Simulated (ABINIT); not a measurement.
# A GW chain in ABINIT: CsPbCl3 (Pm-3m)

How does a plane-wave GW calculation on CsPbCl3 (Pm-3m) run from the first input to the gap?

Main program and level: ABINIT 10.8.3; PBE and many-body steps on it, plane waves.

## 1. Set-up

Symmetry: Pm-3m, No. 221, cubic system. The conventional cell has a = 5.605 Å, b = 5.605 Å, c = 5.605 Å, α = 90.00°, β = 90.00°, γ = 90.00°. Nearest to Cs lie 12 Cl at 3.96 Å. Pb has 6 Cl at 2.80 Å nearest. Nearest to Cl lie 2 Pb at 2.80 Å and 4 Cs at 3.96 Å. Farther neighbours, and contacts between anions beyond the nearest, are not listed.

The cell and positions come from the Crystallography Open Database and are kept as given unless a step says otherwise.

## 2. Ground state

This step: ABINIT 10.8.3; DFT, PBE, plane waves, norm-conserving pseudopotentials.

The ground-state density comes first.

Input file run.abi:

```
acell 3*1.0 Angstrom
rprim 
  5.605000000000 0.000000000000 0.000000000000
  0.000000000000 5.605000000000 0.000000000000
  0.000000000000 0.000000000000 5.605000000000
ntypat 3
znucl 55 82 17
natom 5
typat 1 2 3 3 3
xred 
  0.000000000000 0.000000000000 0.000000000000
  0.500000000000 0.500000000000 0.500000000000
  0.500000000000 0.500000000000 0.000000000000
  0.000000000000 0.500000000000 0.500000000000
  0.500000000000 0.000000000000 0.500000000000
pp_dirpath "pseudos"
pseudos "Cs.upf, Pb.upf, Cl.upf"
ecut 32
ngkpt 4 4 4
nshiftk 1
shiftk 0 0 0
kptopt 1
chksymbreak 0
nband 32
occopt 1
tolvrs 1e-10
nstep 60
prtwf 0
optforces 0
optstress 0
indata_prefix "in"
outdata_prefix "out"
tmpdata_prefix "tmp"
```

Command:

```sh
$ OMP_NUM_THREADS=1 mpirun -n 8 abinit run.abi > log
```

The log of the run:

```text
.Version 10.8.3 of ABINIT. v10.8.2 released Aug 2026.

 Symmetries : space group Pm -3 m (#221); Bravais cP (primitive cubic)
================================================================================
 Values of the parameters that define the memory need of the present run
     intxc =       0    ionmov =       0      iscf =       7    lmnmax =       8
     lnmax =       8     mgfft =      54  mpssoang =       4    mqgrid =    3001
     natom =       5  nloc_mem =       1    nspden =       1   nspinor =       1
    nsppol =       1      nsym =      48    n1xccc =    2501    ntypat =       3
    occopt =       1   xclevel =       2
-    mband =          32        mffmem =           1         mkmem =           2
       mpw =       10315          nfft =      157464          nkpt =          10
================================================================================
  Rough estimation (10% accuracy) of disk space for files :
================================================================================

--------------------------------------------------------------------------------
------------- Echo of variables that govern the present computation ------------
--------------------------------------------------------------------------------
 -outvars: echo values of preprocessed input variables --------
            acell      1.8897261259E+00  1.8897261259E+00  1.8897261259E+00 Bohr

      chksymbreak           0
             ecut      3.20000000E+01 Hartree
-          fftalg         312

              ixc     -101130
              kpt      0.00000000E+00  0.00000000E+00  0.00000000E+00
                       2.50000000E-01  0.00000000E+00  0.00000000E+00
                       5.00000000E-01  0.00000000E+00  0.00000000E+00
                       2.50000000E-01  2.50000000E-01  0.00000000E+00
                       5.00000000E-01  2.50000000E-01  0.00000000E+00
                       5.00000000E-01  5.00000000E-01  0.00000000E+00
                       2.50000000E-01  2.50000000E-01  2.50000000E-01
                       5.00000000E-01  2.50000000E-01  2.50000000E-01
                       5.00000000E-01  5.00000000E-01  2.50000000E-01
                       5.00000000E-01  5.00000000E-01  5.00000000E-01
         kptrlatt        4    0    0      0    4    0      0    0    4
          kptrlen      4.23676597E+01
P           mkmem           2
            natom           5
            nband          32
            ngfft          54      54      54
             nkpt          10
            nstep          60
             nsym          48
           ntypat           3
              occ      2.000000  2.000000  2.000000  2.000000  2.000000  2.000000
                       2.000000  2.000000  2.000000  2.000000  2.000000  2.000000
                       2.000000  2.000000  2.000000  2.000000  2.000000  2.000000
                       2.000000  2.000000  2.000000  2.000000  2.000000  2.000000
                       2.000000  2.000000  0.000000  0.000000  0.000000  0.000000
                       0.000000  0.000000
        optforces           0
        optstress           0
            prtwf           0
            rprim      5.6050000000E+00  0.0000000000E+00  0.0000000000E+00
                       0.0000000000E+00  5.6050000000E+00  0.0000000000E+00
[...]
spgroup         221

           tolvrs      1.00000000E-10

             xred      0.0000000000E+00  0.0000000000E+00  0.0000000000E+00
[...]
znucl       55.00000   82.00000   17.00000

================================================================================

 chkinp: Checking input parameters for consistency.

================================================================================
== DATASET  1 ==================================================================
-   mpi_nproc: 8, omp_nthreads: 1 (-1 if OMP is not activated)
-    --> not optimal distribution: autoparal keyword recommended in input file <--

--- !DatasetInfo
iteration_state: {dtset: 1, }
dimensions: {natom: 5, nkpt: 10, mband: 32, nsppol: 1, nspinor: 1, nspden: 1, mpw: 10315, }
cutoff_energies: {ecut:  32.0, pawecutdg:  -1.0, }
electrons: {nelect:   5.20000000E+01, charge:   0.00000000E+00, occopt:   1.00000000E+00, tsmear:   1.00000000E-02, }

 Real(R)+Recip(G) space primitive vectors, cartesian coordinates (Bohr,Bohr^-1):
 R(1)= 10.5919149  0.0000000  0.0000000  G(1)=  0.0944116  0.0000000  0.0000000
 R(2)=  0.0000000 10.5919149  0.0000000  G(2)=  0.0000000  0.0944116  0.0000000
 R(3)=  0.0000000  0.0000000 10.5919149  G(3)=  0.0000000  0.0000000  0.0944116
 Unit cell volume ucvol=  1.1882928E+03 bohr^3
 Angles (23,13,12)=  9.00000000E+01  9.00000000E+01  9.00000000E+01 degrees

 getcut: wavevector=  0.0000  0.0000  0.0000  ngfft=  54  54  54
         ecut(hartree)=     32.000   => boxcut(ratio)=   2.00207

--- Pseudopotential description ------------------------------------------------
- Cs Generated using ONCVPSP code by D. R. Hamann
- 55.00000   9.00000  171031                  znucl, zion, pspdat
12 -101130 3 -1 2414                          pspcod,pspxc,lmax,lloc,mmax
     nproj     2     2     2     2
  pspatm : epsatm=   22.81663564
         --- l  ekb(1:nproj) -->
[...]
pspatm: atomic psp has been read  and splines computed

- Pb Generated using ONCVPSP code by D. R. Hamann
- 82.00000  22.00000  220131                  znucl, zion, pspdat
12 -101130 3 -1 1692                          pspcod,pspxc,lmax,lloc,mmax
     nproj     2     2     2     1
  pspatm : epsatm=   27.21822286
         --- l  ekb(1:nproj) -->
[...]
3    9.337611
 pspatm: atomic psp has been read  and splines computed

- Cl Generated using ONCVPSP code by D. R. Hamann
- 17.00000   7.00000  171031                  znucl, zion, pspdat
12 -101130 2 -1 1028                          pspcod,pspxc,lmax,lloc,mmax
     nproj     2     2     2     0
  pspatm : epsatm=    9.12776517
         --- l  ekb(1:nproj) -->
[...]
pspatm: atomic psp has been read  and splines computed

   4.02574401E+03                                ecore*ucvol(ha*bohr**3)
--------------------------------------------------------------------------------

_setup2: Arith. and geom. avg. npw (full set) are   10275.234   10275.182

================================================================================

--- !BeginCycle
iteration_state: {dtset: 1, }
solver: {iscf: 7, nstep: 60, nline: 4, wfoptalg: 0, }
tolerances: {tolvrs: 1.00E-10, }

     iter   Etot(hartree)      deltaE(h)  residm     vres2
 ETOT  1  -282.09127707631    -2.821E+02 3.367E-01 2.303E+02
 ETOT  2  -282.63218172564    -5.409E-01 6.445E-03 2.387E+01
 ETOT  3  -282.63623625471    -4.055E-03 8.149E-03 6.134E+00
 ETOT  4  -282.63648421894    -2.480E-04 1.144E-03 6.246E-01
 ETOT  5  -282.63651776948    -3.355E-05 5.387E-04 1.494E-01
 ETOT  6  -282.63652215599    -4.387E-06 1.679E-04 2.358E-02
 ETOT  7  -282.63652346235    -1.306E-06 7.571E-05 4.557E-03
 ETOT  8  -282.63652366615    -2.038E-07 8.369E-05 2.074E-04
 ETOT  9  -282.63652367534    -9.189E-09 3.768E-05 4.005E-06
 ETOT 10  -282.63652367577    -4.241E-10 3.799E-05 2.413E-07
 ETOT 11  -282.63652367581    -4.621E-11 1.735E-05 4.773E-09
 ETOT 12  -282.63652367580     1.228E-11 1.655E-05 8.953E-10
 ETOT 13  -282.63652367579     1.251E-11 7.686E-06 1.443E-11

 At SCF step   13       vres2   =  1.44E-11 < tolvrs=  1.00E-10 =>converged.

--- !ResultsGS
iteration_state: {dtset: 1, }
comment   : Summary of ground state results
lattice_vectors:
- [ 10.5919149,   0.0000000,   0.0000000, ]
- [  0.0000000,  10.5919149,   0.0000000, ]
- [  0.0000000,   0.0000000,  10.5919149, ]
lattice_lengths: [  10.59191,   10.59191,   10.59191, ]
lattice_angles: [ 90.000,  90.000,  90.000, ] # degrees, (23, 13, 12)
lattice_volume:   1.1882928E+03
convergence: {deltae:  1.251E-11, res2:  1.443E-11, residm:  7.686E-06, diffor:  0.000E+00, }
etotal    :  -2.82636524E+02
entropy   :   0.00000000E+00
fermie    :   1.02427634E-01
cartesian_stress_tensor: null
pressure_GPa: null
xred      :
- [  0.0000E+00,   0.0000E+00,   0.0000E+00, Cs]
- [  5.0000E-01,   5.0000E-01,   5.0000E-01, Pb]
- [  5.0000E-01,   5.0000E-01,   0.0000E+00, Cl]
- [  0.0000E+00,   5.0000E-01,   5.0000E-01, Cl]
- [  5.0000E-01,   0.0000E+00,   5.0000E-01, Cl]
cartesian_forces: null
force_length_stats: {min: null, max: null, mean: null, }

 Integrated electronic density in atomic spheres:
 ------------------------------------------------
 Atom  Sphere_radius  Integrated_density
[...]
================================================================================

 ----iterations are completed or convergence reached----

 Mean square residual over all n,k,spin=   67.323E-09; max=  76.860E-07
 reduced coordinates (array xred) for    5 atoms
       0.000000      0.000000      0.000000
       0.500000      0.500000      0.500000
       0.500000      0.500000      0.000000
       0.000000      0.500000      0.500000
       0.500000      0.000000      0.500000
 rms dE/dt=  0.0000E+00; max dE/dt=  0.0000E+00; dE/dt below (all hartree)
    1       0.000000      0.000000      0.000000
    2       0.000000      0.000000      0.000000
    3       0.000000      0.000000      0.000000
    4       0.000000      0.000000      0.000000
    5       0.000000      0.000000      0.000000

 cartesian coordinates (angstrom) at end:
    1      0.000000     0.000000     0.000000
    2      2.802500     2.802500     2.802500
    3      2.802500     2.802500     0.000000
    4      0.000000     2.802500     2.802500
    5      2.802500     0.000000     2.802500
 length scales=  1.889726  1.889726  1.889726 bohr
              =  1.000000  1.000000  1.000000 angstroms
 prteigrs : about to open file out_EIG
 Fermi (or HOMO) energy (hartree) =   0.10243   Average Vxc (hartree)=  -0.29278
 Eigenvalues (hartree) for nkpt=  10  k points:
 kpt#   1, nband= 32, wtk=  0.01563, kpt=  0.0000  0.0000  0.0000 (reduced coord)
  -5.02370   -2.88158   -2.88158   -2.88158   -0.68291   -0.51653   -0.51653   -0.50762
  -0.50762   -0.50762   -0.45513   -0.42305   -0.42305   -0.19776   -0.19776   -0.19776
  -0.14101   -0.06948   -0.06948   -0.06948    0.00536    0.00536    0.00536    0.00927
   0.00927    0.00927    0.22532    0.25983    0.25983    0.29325    0.29325    0.29325
 prteigrs : prtvol=0 or 1, do not print more k-points.

--- !EnergyTerms
iteration_state     : {dtset: 1, }
comment             : Components of total free energy in Hartree
kinetic             :  8.087971E+01
hartree             :  1.004991E+02
xc                  : -5.439678E+01
Ewald energy        : -1.330174E+02
psp_core            :  3.387839E+00
local_psp           : -3.037289E+02
non_local_psp       :  2.373989E+01
total_energy        : -2.826365E+02
total_energy_eV     : -7.690932E+03
band_energy         : -3.808952E+01

== END DATASET(S) ==============================================================
================================================================================

 -outvars: echo values of variables after computation  --------
           etotal     -2.8263652368E+02
            nband          32
             nkpt          10
          spgroup         221
 [... the other variables as echoed above ...]

 Calculation completed.
```

Run time: 74 s. Hardware: 8 MPI ranks of Intel Xeon Platinum 8259CL at 2.50GHz (Skylake/Cascade Lake), shared host; peak memory 0.87 GiB.

Numbers from this step:

```yaml
total_energy: -7690.9316 eV
gap: 1.932 eV
k_of_the_valence_top: 0.5, 0.5, 0.5
k_of_the_conduction_bottom: 0.5, 0.5, 0.5
least_direct_gap: 1.932 eV
```

The gap is direct, at (0.500, 0.500, 0.500).

(Part 1 of 3 ends here.)

[Long decimals in the printed logs are rounded to 6 places.]

[Logs are printed without paths, hosts, clocks, repeated set-up lines and the standing remarks that a program may print on its own settings, such as how far it seeks lower states.]

[Paths, hosts, dates, memory and timing lines, banners, echoed tables and standing remarks are left out of the program output; an Ansatz launch command may be rebuilt from the run's recorded settings. Measured values are a selection of at most five: reports struck by readers or far from the other reports are left out. None is set beside runs whose start may be inverted or whose files or cutoffs have a known fault.]

[Runs of the session that timed out or met a known fault of the program may be left out.]

[Hosts, paths, dates, database ids (printed as entryN), source tags and the programs' standing remarks are cut or masked in the printed files.]

[G0W0 gaps are taken among the corrected bands and points alone; a level outside them can change the order at an edge.]

[Where Ansatz stands beside ABINIT at settings called matched, ABINIT's density can come from a denser mesh and the files from another edition; pairs whose starting gaps differed by over 0.03 eV were left out, so agreement reads better than it is.]
